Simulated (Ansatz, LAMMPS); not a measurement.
# Structural relaxation of amorphous 76HfO2-24Y2O3 (mol %) (87 atoms), part 3 of 4

How does amorphous 76HfO2-24Y2O3 (mol %) (87 atoms) relax, and what do bonds, charges and levels look like afterwards?

Ansatz 0.2.0; Kohn-Sham DFT, PBE, PAW (set soft_2), plane waves.

The cell: 19 Hf, 12 Y and 56 O. The quench rate of 50 K/ps is orders of magnitude faster than experiment. The starting topology of bonds comes from the classical model. Only the Γ point is sampled in the main run, in a cell whose shortest periodic width is 11 Å. No spin–orbit coupling is included.

So far. Step 4 (Cell and atoms relaxed): The relaxation changed the energy by -52.4 meV/atom, and atoms moved by 0.28 Å r.m.s., 1.3 Å at most.

## Step 6: Single point at the relaxed geometry

The electronic structure is read at the final geometry, in a run of its own.

Contents of input.yaml:

```yaml
crystal:
  lattice:
    - [10.53235, 0.00511, -0.19462]
    - [0.00511, 10.61555, -0.04409]
    - [-0.19462, -0.04409, 10.59634]
  atoms:
    - { symbol: Hf, position: [0.06914, 0.6121, 0.73749] }
    - { symbol: Hf, position: [0.07322, 0.58428, 0.07968] }
    - { symbol: Hf, position: [0.03154, 0.26657, 0.59846] }
    - { symbol: Hf, position: [0.02413, 0.92411, 0.2145] }
    [... 77 atom lines left out ...]
    - { symbol: O, position: [0.92558, 0.47508, 0.12361] }
    - { symbol: O, position: [0.44247, 0.6071, 0.57599] }
    - { symbol: O, position: [0.05426, 0.95449, 0.81826] }
    - { symbol: O, position: [0.76709, 0.59128, 0.91809] }
    - { symbol: O, position: [0.51815, 0.16794, 0.05642] }
    - { symbol: O, position: [0.49686, 0.49722, 0.79952] }
kpoints:
  mp_grid: { grid: [1, 1, 1] }
hamiltonian:
  xc: pbe
scf:
  occupations: { method: fermi_dirac, width: 0.025 }
output:
  forces: true
  stress: true
  populations: true
  dos:
    method: { smearing: { sigma: 0.08 } }
    de: 0.05
    projected: { site_lists: { Hf: [Hf], O: [O], "Y": ["Y"] } }
  eigenvalues: true
  write_density: true
  write_potential: true
  volumetric_format: npy
```

The run is started by

```console
> ansatz run input.yaml --threads 4 --pin off --max-ram 8192MiB --backend cpu --events-out ev --progress --plain --runs-dir out
```

The log of the run:

```text
[...]
Crystal: 87 atoms, lattice volume = 1184.319 Å³
Basis set: ecut = 420 eV, 23139 PW (Γ), exchange–correlation on 144×144×144 points (8 copies of the dense FFT grid, shifted against one another)
Bands: 578, of which v1, the nominal top of the filled ones, is band 481 counted from 1 (480 counted from 0)
Symmetry: 1 space group operations
[...]
k-points: 1
[...]
SCF iter   1: F=—  HF=-376823.806328 eV  |F-HF|=—  |Δ(HF+E_count)|=         —  Δρ=3.30e-3  dr2=1.52e-1  ethr=1.77e-3  ⟨swp⟩=5.0  Hψ=1831  notcnv=0  defer=69
[...]
SCF iter  10: F=-376823.798460 eV  HF=-376823.798460 eV  |F-HF|=2.63e-8  |Δ(HF+E_count)|=   1.97e-7  Δρ=2.70e-6  dr2=9.16e-8  ethr=1.04e-11  ⟨swp⟩=18.0  Hψ=5065  notcnv=0
SCF 1 converged in 10 iterations: F = -376823.798460 eV  dr2 = 9.16e-8
[...]
SCF converged after 10 iterations
Free energy (F): -376823.798460 eV
[...]
Internal energy: -376823.798460 eV  (E = F + TS)
E sigma→0 (E₀):  -376823.798460 eV
Fermi energy:    12.640165 eV
[...]
--- Forces (eV/Å), atoms counted from 1 ---
  atom   1  Hf     0.00046018    -0.00157198    -0.00071235
  atom   2  Hf     0.01860333     0.00418824     0.00428672
  atom   3  Hf    -0.00133169     0.00119686    -0.00434757
  atom   4  Hf     0.00503880     0.00229346     0.00829151
  atom   5  Hf     0.00308374    -0.00324536     0.00934179
  atom   6  Hf     0.00501279     0.00268949    -0.00973408
  atom   7  Hf     0.00718572     0.00433306    -0.00092549
  atom   8  Hf    -0.00290780    -0.00251050    -0.00290164
  atom   9  Hf     0.00961014    -0.01204466     0.01001898
  atom  10  Hf     0.00266122    -0.00252059     0.00172232
  atom  11  Hf    -0.00537822     0.01021688     0.00246260
  atom  12  Hf     0.00367229    -0.00109814    -0.00198576
  atom  13  Hf    -0.01804259    -0.01274145     0.00129663
  atom  14  Hf     0.00138420     0.01114084    -0.00678069
[...]
atom  86  O      0.00277872     0.00565334     0.00200641
  atom  87  O     -0.00516598    -0.00181786     0.00594055
  max |Σ_I F_I| component: 1.08e-4 eV/Å
--- Stress (GPa, compression-positive) ---
       -0.008026      -0.001032       0.010184
       -0.001032      -0.028145      -0.002772
        0.010184      -0.002772      -0.036873
  P = ⅓ Tr σ = -0.0243 GPa (-0.243 kbar)
--- Band table (eV) ---
[...]
--- Löwdin populations: 87 sites ---
  site symbol       q [e]
     0     Hf     24.5896
     1     Hf     24.6355
     2     Hf     24.5834
[...]
86      O      6.6698
  spilling = 0.002817 (of n_electrons = 962.000000)
```

Run time: 15 s. Hardware: 4 threads of Intel Xeon 6975P-C (Granite Rapids), shared host; peak memory 2.1 GiB.

Read from the output:

- free energy: -376823.7985 eV
- free energy per atom: -4331.3080 eV/atom
- SCF cycles: 10
- pressure: -0.02435 GPa
- r.m.s. force component: 0.00587 eV/Å
- longest force: 0.02213 eV/Å
- Fermi energy: 12.64 eV
- gap (highest filled to lowest empty level): 4.073 eV
- spilling of the projection: 0.002817

Löwdin charges by element and coordination (they lack the spilled electrons, 0.031 e an atom on average):

```csv
element,coordination,atoms,mean charge (e),spread,least,most
Hf,all,19,1.41,0.0311,1.33,1.45
Hf,5,1,1.41,0,1.41,1.41
Hf,6,15,1.41,0.0321,1.33,1.45
Hf,7,3,1.41,0.0312,1.36,1.44
O,all,56,-0.679,0.0214,-0.73,-0.629
O,2,2,-0.646,0.0166,-0.662,-0.629
O,3,23,-0.672,0.0184,-0.716,-0.644
O,4,31,-0.687,0.0195,-0.73,-0.647
Y,all,12,1.17,0.052,1.09,1.27
Y,5,1,1.22,0,1.22,1.22
Y,6,3,1.20,0.053,1.15,1.27
Y,7,6,1.17,0.0488,1.09,1.23
Y,8,2,1.12,0.0107,1.11,1.13
```

Density of states as counts of states in windows of 1 eV (from the Fermi level), total and the larger projections:

```csv
from (eV),to (eV),total,O p,Hf d,Y d
-10,-7,0.0,0.0,0.0,0.0
-7,-6,30.8,21.4,6.0,1.1
-6,-5,71.5,51.6,12.4,3.6
-5,-4,77.4,60.9,8.2,4.5
-4,-3,89.0,77.3,4.7,3.6
-3,-2,66.7,61.8,1.7,1.4
-2,-1,0.5,0.5,0.0,0.0
-1,1,0.0,0.0,0.0,0.0
1,2,0.6,0.1,0.4,0.1
2,3,32.0,3.7,18.7,6.3
3,4,67.6,8.3,36.7,16.5
4,5,66.4,8.1,26.9,23.7
```

Between -26 and -10 eV lie 450 more states.

The levels nearest the highest filled one (over half full), pooled over k-points and spins:

```
level less the highest filled one (eV)  occupation
                                -0.329           2
                                -0.283           2
                                -0.214           2
                                -0.159           2
                               -0.0805           2
                                     0           2
                                  4.07           0
                                  4.13           0
                                  4.31           0
                                  4.33           0
                                  4.45           0
                                  4.50           0
```

Valence density in the ac plane at fractional y = 0.090, with atoms of Hf and Y and O within 0.2 Å of it. It is the smooth field of the valence electrons, not physical close to the nuclei.

Values in e/Å³, 13 rows by 16 columns, each cell a mean:
```
 6  0  0  0  0  0  0  0  0  0  0  0  0  0  3 17
 4  0  0  0  0  0  0  0  0  0  0  0  0  1  3 13
 0  0  0  0  0  0  0  1  4  3  0  0  2  5  1  0
 0  0  0  0  0  5  9  1  2  2  0  0  1  2  0  0
 0  0  0  0  0  6 10  1  0  0  0  1  0  0  0  0
 4  1  0  0  0  0  1  1  0  0  0  1  1  0  0  2
 3  1  1  2  1  1  4  4  0  0  0  1  0  1  0  1
 0  0  2  3  2  0  1  1  0  0  0  0  1  3  2  0
 2  1  0  1  0  0  0  0  0  1  3  1  1  2  1  1
 5  1  0  0  0  0  0  0  0  1  4  1  0  0  0  1
 0  0  0  0  0  1  0  0  0  0  0  0  0  0  0  0
 0  0  0  0  2  3  2  0  0  0  0  0  0  0  0  0
 0  0  0  0  1  2  1  0  0  0  0  0  0  0  0  0
```
Columns run along a (10.5 Å), rows up along c (10.6 Å). Atoms in or near the plane, at fractional coordinates: Hf at (0.96, 0.92), Y at (0.84, 0.40), Y at (0.33, 0.09), Y at (0.21, 0.43), O at (0.65, 0.29), O at (0.02, 0.28), O at (0.43, 0.49), O at (0.55, 0.78), O at (0.01, 0.54), O at (0.83, 0.78).

Electrostatic potential energy in the ac plane at fractional y = 0.090, with atoms of Hf and Y and O within 0.2 Å of it. With pseudopotentials it is smooth inside the atoms' cores, unlike the true potential.

Ten even steps from '0' (-40 eV) to '9' (17 eV), each cell a mean:
```
368999999889999999999999987422
247999999999999999999999986223
258999999999999999999999986322
579999999999999877999999767644
899999999988898412699995114888
999999998765577301698885115999
999999998522247766887788668999
999999997422136899876678999999
999999998522257999877778999999
569999998766678999988889999997
027998888888778999998679999983
137875457895115999999888888884
789841004785115999999987534788
998720002788778989999973000379
999730004799999888999972000379
778875457899999999755884112588
225998889999999998301688667885
115999999999999999423799889995
668999998888999999988999999998
999999986546899999999999999999
999999862001589999999999999999
999999850000489999999999999999
899999862001689999999999999998
789999986456899999999999998766
```
Columns run along a (10.5 Å; values clipped at the 3rd and 97th percentile), rows up along c (10.6 Å). Atoms in or near the plane, at fractional coordinates: Hf at (0.96, 0.92), Y at (0.84, 0.40), Y at (0.33, 0.09), Y at (0.21, 0.43), O at (0.65, 0.29), O at (0.02, 0.28), O at (0.43, 0.49), O at (0.55, 0.78), O at (0.01, 0.54), O at (0.83, 0.78).

Mean Löwdin charges: Hf +1.41, O -0.68, Y +1.17 e. The largest share in the top eV of filled states is O p (93 % of the projected weight), and in the lowest eV of empty states Hf d (60 % of the projected weight).

The surroundings of Y20, whose charge lies farthest from its element's mean, nearest first, numbered as they follow in the input and with coordinates relative to it.

| atom | x | y | z | distance (Å) | bonds | Löwdin charge (e) |
| --- | --- | --- | --- | --- | --- | --- |
| Y20 | 0.00 | 0.00 | 0.00 | 0.00 | 6 | 1.27 |
| O68 | 0.42 | -2.11 | 0.17 | 2.15 | 2 | -0.66 |
| O66 | -0.78 | 1.65 | 1.30 | 2.24 | 3 | -0.64 |
| O84 | 1.61 | 0.30 | 1.64 | 2.32 | 3 | -0.67 |
| O63 | 1.21 | 1.66 | -1.30 | 2.43 | 4 | -0.69 |
| O35 | -1.90 | 1.09 | -1.15 | 2.48 | 4 | -0.73 |
| O70 | -1.70 | -0.99 | 1.87 | 2.71 | 4 | -0.68 |
| Hf8 | 0.65 | 1.80 | 2.73 | 3.33 | 6 | 1.40 |
| O71 | -0.09 | -0.25 | -3.36 | 3.37 | 3 | -0.65 |
| Y21 | -0.57 | 1.94 | -2.80 | 3.45 | 7 | 1.09 |
| Hf10 | -2.16 | 2.69 | 0.18 | 3.46 | 6 | 1.44 |
| Hf19 | -0.64 | -1.67 | 3.38 | 3.83 | 6 | 1.40 |
| O73 | 1.29 | -2.27 | 2.80 | 3.83 | 4 | -0.69 |

## Step 7: K-mesh 2×2×2

Large cells are often run on few k-points; this run checks whether the reference had enough.

input.yaml: that of step 6 with these lines changed.

```diff
@@ -8,3 +8,3 @@
 kpoints:
-  mp_grid: { grid: [1, 1, 1] }
+  mp_grid: { grid: [2, 2, 2] }
 hamiltonian:
@@ -22,4 +22 @@
   eigenvalues: true
-  write_density: true
-  write_potential: true
-  volumetric_format: npy
```

The log of the run:

```text
[...]
Crystal: 87 atoms, lattice volume = 1184.319 Å³
Basis set: ecut = 420 eV, 23139 PW (Γ), exchange–correlation on 144×144×144 points (8 copies of the dense FFT grid, shifted against one another)
Bands: 578, of which v1, the nominal top of the filled ones, is band 481 counted from 1 (480 counted from 0)
Symmetry: 1 space group operations
[...]
k-points: 8
[...]
SCF iter   1: F=—  HF=-376824.016299 eV  |F-HF|=—  |Δ(HF+E_count)|=         —  Δρ=3.25e-3  dr2=1.49e-1  ethr=1.77e-3  ⟨swp⟩=5.0  Hψ=14536  notcnv=0  defer=540
[...]
SCF iter   9: F=—  HF=-376824.007258 eV  |F-HF|=—  |Δ(HF+E_count)|=   4.22e-7  Δρ=3.20e-6  dr2=1.83e-7  ethr=3.06e-10  ⟨swp⟩=2.0  Hψ=6796  notcnv=0  defer=731
SCF iter  10: F=-376824.007259 eV  HF=-376824.007259 eV  |F-HF|=1.25e-8  |Δ(HF+E_count)|=   2.04e-7  Δρ=2.38e-6  dr2=7.39e-8  ethr=1.04e-11  ⟨swp⟩=11.1  Hψ=20584  notcnv=0
SCF 1 converged in 10 iterations: F = -376824.007259 eV  dr2 = 7.39e-8
[...]
SCF converged after 10 iterations
Free energy (F): -376824.007259 eV
[...]
Internal energy: -376824.007259 eV  (E = F + TS)
E sigma→0 (E₀):  -376824.007259 eV
Fermi energy:    12.645945 eV
[...]
Σ components = -376824.007259   (vs F -376824.007259, Δ=0.00e0)
--- Forces (eV/Å), atoms counted from 1 ---
  atom   1  Hf    -0.00273141    -0.00161948    -0.00482062
  atom   2  Hf     0.03703486     0.00035519    -0.00003749
  atom   3  Hf    -0.00037080     0.01974033    -0.03921183
  atom   4  Hf    -0.02768632    -0.01055740     0.02860160
[...]
atom  87  O     -0.00919696    -0.01208102     0.03167803
  max |Σ_I F_I| component: 1.01e-4 eV/Å
--- Stress (GPa, compression-positive) ---
       -0.033784       0.003233       0.016678
        0.003233      -0.077600       0.012123
        0.016678       0.012123      -0.027817
  P = ⅓ Tr σ = -0.0464 GPa (-0.464 kbar)
--- Band table (eV; the first three rows and the last of 8) ---
[...]
--- Löwdin populations: 87 sites ---
  site symbol       q [e]
     0     Hf     24.5884
     1     Hf     24.6368
     2     Hf     24.5848
[...]
86      O      6.6704
  spilling = 0.002822 (of n_electrons = 962.000000)
```

Run time: 2.5 min. Hardware: 4 threads; peak memory 5.7 GiB.

The program notes that it cut back its work space to fit the memory limit.

Geometry and reference: those of the single point at the relaxed geometry.

Forces differ from those of the single point at the relaxed geometry by 12 meV/Å r.m.s.; the energy by -2.4 meV/atom, the pressure by -0.022 GPa and the gap by -0.019 eV. It took roughly 9.9 times the reference's time (one timing each, with unlike analyses asked), in 10 cycles against 10.

(Continued in part 4 of 4.)

[Long decimals in the printed logs are rounded to 6 places.]

[Logs are printed without paths, hosts, clocks, repeated set-up lines and the standing remarks that a program may print on its own settings, such as how far it seeks lower states.]

[Hosts, paths, dates, database ids (printed as entryN), source tags and the programs' standing remarks are cut or masked in the printed files.]

[A walk said to have stopped at its limit may instead have ended on an SCF cycle that didn't converge.]
